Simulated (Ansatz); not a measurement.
# Changed inputs in constrained RPA: SrVO3 (cubic perovskite) (Pm-3m), part 2 of 2

What does U in SrVO3 (cubic perovskite) (Pm-3m) depend on besides the window?

Ansatz 0.2.0; constrained RPA on LDA, plane waves, PAW.

So far. Step 6 (Changed: smooth pair densities): On the V t2g shell, screening brings the on-site interaction from 16.1 eV down to U = 3.31 eV. Step 7 (Changed: accuracy low): On the V t2g shell, screening brings the on-site interaction from 16.1 eV down to U = 3.27 eV.

### 9. Changed: volume +3 %

The cell differs from the one that the last finished run ended in (a 3.773 → 3.810 Å, b 3.773 → 3.810 Å, c 3.773 → 3.810 Å).

The input, input.yaml:

```yaml
crystal:
  lattice:
    - [0.0, -3.8102814664, 0.0]
    - [0.0, 0.0, 3.8102814664]
    - [-3.8102814664, 0.0, 0.0]
  atoms:
    - { symbol: Sr, position: [0.0, 0.0, 0.0] }
    - { symbol: V, position: [0.5, 0.5, 0.5] }
    - { symbol: O, position: [0.5, 0.5, 0.0] }
    - { symbol: O, position: [0.5, 0.0, 0.5] }
    - { symbol: O, position: [0.0, 0.5, 0.5] }
kpoints:
  mp_grid: { grid: [6, 6, 6] }
hamiltonian:
  xc: lda
scf:
  occupations: { method: gaussian, width: 0.08 }
  n_extra_bands: 19
  max_iter: 150
  lower_state_search: "off"
output:
  crpa:
    kmesh: [6, 6, 6]
    target_bands: [v1, c2]
    projections: [{ species: V, l: d, shell: 3, orbitals: [dxz, dyz, dxy] }]
  local_orbitals:
    kmesh: [6, 6, 6]
    orbitals: [{ species: V, l: d, shell: 3, orbitals: [dxz, dyz, dxy] }]
    window: { bands: [v1, c2] }
    seedname: lo
```

Command:

```console
$ ansatz run input.yaml --threads 4 --pin off --max-ram 14745MiB --backend cpu --events-out ev --progress --plain --runs-dir out
```

Numbers of over 12 decimals in the logs are rounded to 6 here.

What it wrote:

```text
[...]
Crystal: 5 atoms, lattice volume = 55.319 Å³
Basis set: ecut = 420 eV, 1045 PW (Γ)
Bands: 40, of which v1, the nominal top of the filled ones, is band 21 counted from 1 (20 counted from 0)
Symmetry: 48 space group operations
[...]
k-points: 20 of 216
[...]
k-point 19: bands = [... 17 lower, 10.4581, 10.4581, 10.4581, 14.1588, 14.1588, 14.1588, 17.7656, 17.7656, ... 15 higher]
[...]
χ-basis size per q: N_G = 188..208
[...]
Site 1, 3D, 3 of 5 d orbitals (Wannier functions 1, 2, 3; wannier90's mr 2, 3, 5):
      screened: U = 3.2385 eV, U' = 2.3869 eV, J = 0.4071 eV
      screened, to within: U = 4.8e-3 eV, U' = 4.8e-3 eV, J = 6.5e-4 eV
      bare: V = 16.0876 eV, V' = 14.9045 eV, J = 0.5531 eV
[...]
[key lines of the parts left out:]
SCF converged after 7 iterations
Free energy (F): -7977.645245 eV
Fermi energy:    12.474206 eV
```

It took 2.3 min on 4 threads of Arm Neoverse V1, shared host; peak memory 0.7 GiB.

This step gave:

```
U                                                 : 3.238 eV
U prime (inter-orbital)                           : 2.387 eV
J                                                 : 0.4071 eV
bare V                                            : 16.09 eV
bare J                                            : 0.5531 eV
stated bound on U                                 : 0.004775 eV
U over bare V                                     : 0.2013
electrons in the window                           : 1.0000
head of the constrained inverse dielectric matrix : 0.1701
least eigenvalue of the projection's overlap      : 0.7061
target functions                                  : 3
bands in the sums                                 : 46
r.m.s. miss of the model bands                    : 0.003574 eV
width of the target bands                         : 2.649 eV
weight of the projected orbitals in the window    : 0.7797
```

On the V t2g shell, screening brings the on-site interaction from 16.1 eV down to U = 3.24 eV.

### 10. Changed: volume -6 %

The cell differs from the one that the last finished run ended in (a 3.810 → 3.696 Å, b 3.810 → 3.696 Å, c 3.810 → 3.696 Å).

Edit input.yaml of step 9 so:

```diff
@@ -2,5 +2,5 @@
   lattice:
-    - [0.0, -3.8102814664, 0.0]
-    - [0.0, 0.0, 3.8102814664]
-    - [-3.8102814664, 0.0, 0.0]
+    - [0.0, -3.6959033127, 0.0]
+    - [0.0, 0.0, 3.6959033127]
+    - [-3.6959033127, 0.0, 0.0]
   atoms:
```

What it wrote:

```text
[...]
Crystal: 5 atoms, lattice volume = 50.485 Å³
Basis set: ecut = 420 eV, 1021 PW (Γ)
Bands: 40, of which v1, the nominal top of the filled ones, is band 21 counted from 1 (20 counted from 0)
Symmetry: 48 space group operations
[...]
k-points: 20 of 216
[...]
k-point 19: bands = [... 17 lower, 11.9042, 11.9042, 11.9042, 16.1252, 16.1252, 16.1252, 19.6192, 19.6192, ... 15 higher]
[...]
χ-basis size per q: N_G = 160..192
[...]
Site 1, 3D, 3 of 5 d orbitals (Wannier functions 1, 2, 3; wannier90's mr 2, 3, 5):
      screened: U = 3.3678 eV, U' = 2.5219 eV, J = 0.4059 eV
      screened, to within: U = 4.8e-3 eV, U' = 4.8e-3 eV, J = 6.2e-4 eV
      bare: V = 15.9886 eV, V' = 14.8177 eV, J = 0.5468 eV
[...]
[key lines of the parts left out:]
SCF converged after 6 iterations
Free energy (F): -7977.528698 eV
Fermi energy:    14.157352 eV
```

Elapsed: 2.3 min, on 4 threads; peak memory 0.67 GiB; 8.6 min of CPU time.

This step gave:

| Item | Value |
| --- | --- |
| U | 3.368 eV |
| U prime (inter-orbital) | 2.522 eV |
| J | 0.4059 eV |
| bare V | 15.99 eV |
| bare J | 0.5468 eV |
| stated bound on U | 0.004706 eV |
| U over bare V | 0.2106 |
| electrons in the window | 1.0000 |
| head of the constrained inverse dielectric matrix | 0.1753 |
| least eigenvalue of the projection's overlap | 0.6994 |
| target functions | 3 |
| bands in the sums | 46 |
| r.m.s. miss of the model bands | 0.004280 eV |
| width of the target bands | 3.086 eV |
| weight of the projected orbitals in the window | 0.7732 |

On the V t2g shell, screening brings the on-site interaction from 16.0 eV down to U = 3.37 eV.

### 11. Changed: volume +6 %

The cell differs from the one that the last finished run ended in (a 3.696 → 3.847 Å, b 3.696 → 3.847 Å, c 3.696 → 3.847 Å).

Edit input.yaml of step 10 so:

```diff
@@ -2,5 +2,5 @@
   lattice:
-    - [0.0, -3.6959033127, 0.0]
-    - [0.0, 0.0, 3.6959033127]
-    - [-3.6959033127, 0.0, 0.0]
+    - [0.0, -3.8469210359, 0.0]
+    - [0.0, 0.0, 3.8469210359]
+    - [-3.8469210359, 0.0, 0.0]
   atoms:
```

What it wrote:

```text
[...]
Crystal: 5 atoms, lattice volume = 56.930 Å³
Basis set: ecut = 420 eV, 1141 PW (Γ)
Bands: 40, of which v1, the nominal top of the filled ones, is band 21 counted from 1 (20 counted from 0)
Symmetry: 48 space group operations
[...]
k-points: 20 of 216
[...]
k-point 19: bands = [... 17 lower, 10.0303, 10.0303, 10.0303, 13.5770, 13.5770, 13.5770, 17.2138, 17.2138, ... 15 higher]
[...]
χ-basis size per q: N_G = 196..216
[...]
Site 1, 3D, 3 of 5 d orbitals (Wannier functions 1, 2, 3; wannier90's mr 2, 3, 5):
      screened: U = 3.1904 eV, U' = 2.3382 eV, J = 0.4068 eV
      screened, to within: U = 4.8e-3 eV, U' = 4.8e-3 eV, J = 6.6e-4 eV
      bare: V = 16.1075 eV, V' = 14.9216 eV, J = 0.5545 eV
[...]
[key lines of the parts left out:]
SCF converged after 7 iterations
Free energy (F): -7977.558072 eV
Fermi energy:    11.971497 eV
```

Run time: 2.3 min. Hardware: 4 threads; peak memory 0.7 GiB.

This step gave:

* U: 3.190 eV
* U prime (inter-orbital): 2.338 eV
* J: 0.4068 eV
* bare V: 16.11 eV
* bare J: 0.5545 eV
* stated bound on U: 0.004779 eV
* U over bare V: 0.1981
* electrons in the window: 1.000
* head of the constrained inverse dielectric matrix: 0.1680
* least eigenvalue of the projection's overlap: 0.7080
* target functions: 3
* bands in the sums: 46
* r.m.s. miss of the model bands: 0.003399 eV
* width of the target bands: 2.526 eV
* weight of the projected orbitals in the window: 0.7814

On the V t2g shell, screening brings the on-site interaction from 16.1 eV down to U = 3.19 eV.

### 12. Changed: PBE

This step: constrained RPA on PBE, plane waves, PAW.

input.yaml, the sections that differ from step 11:

```yaml
crystal:
  lattice:
    - [0.0, -3.77292336, 0.0]
    - [0.0, 0.0, 3.77292336]
    - [-3.77292336, 0.0, 0.0]
  atoms:
    - { symbol: Sr, position: [0.0, 0.0, 0.0] }
    - { symbol: V, position: [0.5, 0.5, 0.5] }
    - { symbol: O, position: [0.5, 0.5, 0.0] }
    - { symbol: O, position: [0.5, 0.0, 0.5] }
    - { symbol: O, position: [0.0, 0.5, 0.5] }
hamiltonian:
  xc: pbe
output:
  crpa:
    kmesh: [6, 6, 6]
    target_bands: [v1, c2]
    projections: [{ species: V, l: d, shell: 3, orbitals: [dxz, dyz, dxy] }]
# kpoints, scf: as in step 11
```

What it wrote:

```text
[...]
Crystal: 5 atoms, lattice volume = 53.707 Å³
Basis set: ecut = 420 eV, 1021 PW (Γ)
Bands: 40, of which v1, the nominal top of the filled ones, is band 21 counted from 1 (20 counted from 0)
Symmetry: 48 space group operations
[...]
k-points: 20 of 216
[...]
k-point 19: bands = [... 17 lower, 11.2898, 11.2898, 11.2898, 15.1802, 15.1802, 15.1802, 18.8099, 18.8099, ... 15 higher]
[...]
χ-basis size per q: N_G = 179..208
[...]
Site 1, 3D, 3 of 5 d orbitals (Wannier functions 1, 2, 3; wannier90's mr 2, 3, 5):
      screened: U = 3.3674 eV, U' = 2.5005 eV, J = 0.4150 eV
      screened, to within: U = 4.9e-3 eV, U' = 4.9e-3 eV, J = 6.7e-4 eV
      bare: V = 16.2481 eV, V' = 15.0507 eV, J = 0.5613 eV
[...]
[key lines of the parts left out:]
SCF converged after 8 iterations
Free energy (F): -8165.091409 eV
Fermi energy:    13.442424 eV
```

Run time: 2.3 min. Hardware: 4 threads; peak memory 0.68 GiB.

Numbers from this step:

- U: 3.367 eV
- U prime (inter-orbital): 2.500 eV
- J: 0.4150 eV
- bare V: 16.25 eV
- bare J: 0.5613 eV
- stated bound on U: 0.004836 eV
- U over bare V: 0.2072
- electrons in the window: 1.0000
- head of the constrained inverse dielectric matrix: 0.1759
- least eigenvalue of the projection's overlap: 0.7068
- target functions: 3
- bands in the sums: 46
- width of the target bands: 2.725 eV
- weight of the projected orbitals in the window: 0.7820

On the V t2g shell, screening brings the on-site interaction from 16.2 eV down to U = 3.37 eV.

### 13. Changed: potentials

This step: constrained RPA on LDA, plane waves, norm-conserving pseudopotentials.

Edit input.yaml of step 12 so:

```diff
@@ -14,3 +14,4 @@
 hamiltonian:
-  xc: pbe
+  xc: lda
+  pseudopotentials: { kind: nc }
 scf:
```

What it wrote:

```text
[...]
Crystal: 5 atoms, lattice volume = 53.707 Å³
Basis set: ecut = 1142.878222 eV, 4729 PW (Γ)
Bands: 40, of which v1, the nominal top of the filled ones, is band 21 counted from 1 (20 counted from 0)
Symmetry: 48 space group operations
[...]
k-points: 20 of 216
[...]
k-point 19: bands = [... 17 lower, 11.0005, 11.0005, 11.0005, 14.8988, 14.8988, 14.8988, 18.4583, 18.4583, ... 15 higher]
[...]
χ-basis size per q: N_G = 179..208
[...]
Site 1, 3D, 3 of 5 d orbitals (Wannier functions 1, 2, 3; wannier90's mr 2, 3, 5):
      screened: U = 3.3071 eV, U' = 2.4604 eV, J = 0.4062 eV
      screened, to within: U = 4.9e-3 eV, U' = 4.9e-3 eV, J = 6.6e-4 eV
      bare: V = 16.0483 eV, V' = 14.8717 eV, J = 0.5512 eV
[...]
[key lines of the parts left out:]
SCF converged after 8 iterations
Free energy (F): -4295.538998 eV
Fermi energy:    13.116732 eV
```

It took 7.1 min on 4 threads; peak memory 1.6 GiB; 27 min of CPU time.

This step gave:

```yaml
u: 3.307 eV
u_prime_inter_orbital: 2.460 eV
j: 0.4062 eV
bare_v: 16.05 eV
bare_j: 0.5512 eV
stated_bound_on_u: 0.004856 eV
u_over_bare_v: 0.2061
electrons_in_the_window: 1.0000
head_of_the_constrained_inverse_dielectric_matrix: 0.1741
least_eigenvalue_of_the_projection_s_overlap: 0.7079
target_functions: 3
bands_in_the_sums: 46
width_of_the_target_bands: 2.796 eV
weight_of_the_projected_orbitals_in_the_window: 0.7805
```

On the V t2g shell, screening brings the on-site interaction from 16.0 eV down to U = 3.31 eV.

### 14. Changed: volume -3 %

This step: constrained RPA on LDA, plane waves, PAW.

The cell differs from the one that the last finished run ended in (a 3.773 → 3.735 Å, b 3.773 → 3.735 Å, c 3.773 → 3.735 Å).

Edit input.yaml of step 13 so:

```diff
@@ -2,5 +2,5 @@
   lattice:
-    - [0.0, -3.77292336, 0.0]
-    - [0.0, 0.0, 3.77292336]
-    - [-3.77292336, 0.0, 0.0]
+    - [0.0, -3.7348104173, 0.0]
+    - [0.0, 0.0, 3.7348104173]
+    - [-3.7348104173, 0.0, 0.0]
   atoms:
@@ -15,3 +15,2 @@
   xc: lda
-  pseudopotentials: { kind: nc }
 scf:
@@ -26 +25,6 @@
     projections: [{ species: V, l: d, shell: 3, orbitals: [dxz, dyz, dxy] }]
+  local_orbitals:
+    kmesh: [6, 6, 6]
+    orbitals: [{ species: V, l: d, shell: 3, orbitals: [dxz, dyz, dxy] }]
+    window: { bands: [v1, c2] }
+    seedname: lo
```

What it wrote:

```text
[...]
Crystal: 5 atoms, lattice volume = 52.096 Å³
Basis set: ecut = 420 eV, 1021 PW (Γ)
Bands: 40, of which v1, the nominal top of the filled ones, is band 21 counted from 1 (20 counted from 0)
Symmetry: 48 space group operations
[...]
k-points: 20 of 216
[...]
k-point 19: bands = [... 17 lower, 11.3917, 11.3917, 11.3917, 15.4296, 15.4296, 15.4296, 18.9654, 18.9654, ... 15 higher]
[...]
χ-basis size per q: N_G = 160..196
[...]
Site 1, 3D, 3 of 5 d orbitals (Wannier functions 1, 2, 3; wannier90's mr 2, 3, 5):
      screened: U = 3.3277 eV, U' = 2.4791 eV, J = 0.4066 eV
      screened, to within: U = 4.9e-3 eV, U' = 4.9e-3 eV, J = 6.5e-4 eV
      bare: V = 16.0288 eV, V' = 14.8531 eV, J = 0.5493 eV
[...]
[key lines of the parts left out:]
SCF converged after 6 iterations
Free energy (F): -7977.641290 eV
Fermi energy:    13.564924 eV
```

It took 2.3 min on 4 threads; peak memory 0.68 GiB; 8.7 min of CPU time.

This step gave:

- U: 3.328 eV
- U prime (inter-orbital): 2.479 eV
- J: 0.4066 eV
- bare V: 16.03 eV
- bare J: 0.5493 eV
- stated bound on U: 0.004801 eV
- U over bare V: 0.2076
- electrons in the window: 1.0000
- head of the constrained inverse dielectric matrix: 0.1737
- least eigenvalue of the projection's overlap: 0.7018
- target functions: 3
- bands in the sums: 46
- r.m.s. miss of the model bands: 0.003994 eV
- width of the target bands: 2.928 eV
- weight of the projected orbitals in the window: 0.7757

On the V t2g shell, screening brings the on-site interaction from 16.0 eV down to U = 3.33 eV.

### 15. Side by side

Times are wall times on 4 threads of Arm Neoverse V1, shared host, good to a factor of about two.

```
                  run  bare V (eV)  U (eV)  J (eV)  bound on U (eV)  width (eV)     time
        target window        16.06   3.284   0.407           0.0048        2.78  2.3 min
           4×4×4 mesh        16.13   3.291   0.408           0.0047        2.78     24 s
           8×8×8 mesh        16.05   3.291   0.407           0.0049        2.78  9.5 min
           2×2×2 mesh        16.95   3.570   0.436           0.0046        2.78    4.2 s
smooth pair densities        16.06   3.305   0.420           0.0086        2.78  2.2 min
         accuracy low        16.06   3.268   0.406           0.0647        2.78     66 s
          volume +3 %        16.09   3.238   0.407           0.0048        2.65  2.3 min
          volume -6 %        15.99   3.368   0.406           0.0047        3.09  2.3 min
          volume +6 %        16.11   3.190   0.407           0.0048        2.53  2.3 min
                  PBE        16.25   3.367   0.415           0.0048        2.72  2.3 min
           potentials        16.05   3.307   0.406           0.0049        2.80  7.1 min
          volume -3 %        16.03   3.328   0.407           0.0048        2.93  2.3 min
```

### 16. Summary of results

| Property | Result |
| --- | --- |
| target window | U 3.28 eV, J 0.41 eV |
| 4×4×4 mesh | U 3.29 eV, J 0.41 eV |
| 8×8×8 mesh | U 3.29 eV, J 0.41 eV |
| 2×2×2 mesh | U 3.57 eV, J 0.44 eV |
| smooth pair densities | U 3.31 eV, J 0.42 eV |
| accuracy low | U 3.27 eV, J 0.41 eV |
| volume +3 % | U 3.24 eV, J 0.41 eV |
| volume -6 % | U 3.37 eV, J 0.41 eV |
| volume +6 % | U 3.19 eV, J 0.41 eV |
| PBE | U 3.37 eV, J 0.42 eV |
| potentials | U 3.31 eV, J 0.41 eV |
| volume -3 % | U 3.33 eV, J 0.41 eV |

4×4×4 mesh moves U by +0.01 eV (within the solver's bounds, for the mean over orbitals) at 0.17 times the time. 8×8×8 mesh moves U by +0.01 eV (within the solver's bounds, for the mean over orbitals) at 4.1 times the time. 2×2×2 mesh moves U by +0.29 eV at 0.030 times the time. Smooth pair densities moves U by +0.02 eV. Accuracy low moves U by −0.02 eV (within the solver's bounds, for the mean over orbitals) at 0.47 times the time. Volume +3 % moves U by −0.05 eV. Volume -6 % moves U by +0.08 eV. Volume +6 % moves U by −0.09 eV. PBE moves U by +0.08 eV. Potentials moves U by +0.02 eV at 3.1 times the time. Volume -3 % moves U by +0.04 eV. The printed bound covers the solver alone, not the mesh. The parent state is non-magnetic and the interaction static (zero frequency); U depends on the window and the orbitals, so it belongs to this model alone.

[Paths, hosts, dates, memory and timing lines, banners, echoed tables and standing remarks are left out of the program output.]

[Logs are printed without paths, hosts, clocks, repeated set-up lines and the standing remarks that a program may print on its own settings, such as how far it seeks lower states.]

[Runs of the session that timed out or met a known fault of the program may be left out.]

[Hosts, paths, dates, database ids (printed as entryN), source tags and the programs' standing remarks are cut or masked in the printed files.]
